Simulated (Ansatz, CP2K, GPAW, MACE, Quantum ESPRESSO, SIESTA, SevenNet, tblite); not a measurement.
# What went wrong? Quantum ESPRESSO on random packing of Nb14Si86 (at. %) (102 atoms)

Program: Quantum ESPRESSO 7.5, a calculation on a cell of 14 Nb and 88 Si, 19.3 Å³ an atom.

pw.in

```
&control
  calculation = 'scf'
  pseudo_dir = './pseudo'
  outdir = './tmp'
  disk_io = 'none'
  tprnfor = .true.
  tstress = .true.
/
&system
  ibrav = 0
  nat = 103
  ntyp = 2
  ecutwfc = 45
  ecutrho = 360
  nosym = .true.
  occupations = 'smearing'
  smearing = 'fd'
  degauss = 0.003675
/
&electrons
  conv_thr = 5.1e-07
  electron_maxstep = 50
  mixing_beta = 0.2
  mixing_mode = 'local-TF'
  diagonalization = 'david'
/
ATOMIC_SPECIES
Nb 92.906 Nb.upf
Si 28.085 Si.upf
CELL_PARAMETERS angstrom
12.54330 0.00000 0.00000
0.00000 12.54330 0.00000
0.00000 0.00000 12.54330
ATOMIC_POSITIONS crystal
Nb 0.84895 0.37122 0.19715
Nb 0.23403 0.28412 0.12814
Nb 0.78500 0.58693 0.73828
Nb 0.81591 0.42663 0.90169
Nb 0.08635 0.12444 0.73193
Nb 0.37334 0.82382 0.56266
Nb 0.21620 0.95631 0.62198
Nb 0.52201 0.68192 0.44088
Nb 0.80440 0.73522 0.95961
Nb 0.10388 0.62329 0.42946
[... 88 atom lines left out ...]
Si 0.81852 0.21227 0.07241
Si 0.38737 0.46076 0.95322
Si 0.87420 0.79582 0.29524
Si 0.10465 0.81213 0.86786
K_POINTS gamma
```

Launch:

```sh
$ OMP_NUM_THREADS=1 mpirun -np 4 pw.x -in pw.in > output.txt
```

The log of the run:

```text
Program PWSCF
 %%%%%%%%%%%%%%%%%%%%%%%%%%%%%%%%%%%%%%%%%%%%%%%%%%%%%%%%%%%%%%%%%%%%%%%%%%%%%%
     Error in routine read_cards (103):
     wrong number of columns in ATOMIC_POSITIONS
 %%%%%%%%%%%%%%%%%%%%%%%%%%%%%%%%%%%%%%%%%%%%%%%%%%%%%%%%%%%%%%%%%%%%%%%%%%%%%%
```

Wall time 0.56 s (4 MPI ranks of Arm Neoverse V2, shared host); peak memory 0.57 GiB; 1.9 s of CPU time.

Banners, paths, timers and routine set-up lines are dropped from the logs unmarked, and long logs keep their key lines alone; longer cuts are marked.

**Question.** Which part of the input is at fault, and how is it mended?

A wrong count of atoms: nat = 102 written as nat = 103. Mend: write nat = 102 in place of nat = 103.

The program stopped at the start.

[Also dropped from logs without a mark: logging warnings of Python, and SIESTA's first energy breakdown and zero terms.]

[Logs are printed without paths, hosts, clocks, repeated set-up lines and the standing remarks that a program may print on its own settings, such as how far it seeks lower states.]

[Hosts, paths, dates, database ids (printed as entryN), source tags and the programs' standing remarks are cut or masked in the printed files.]
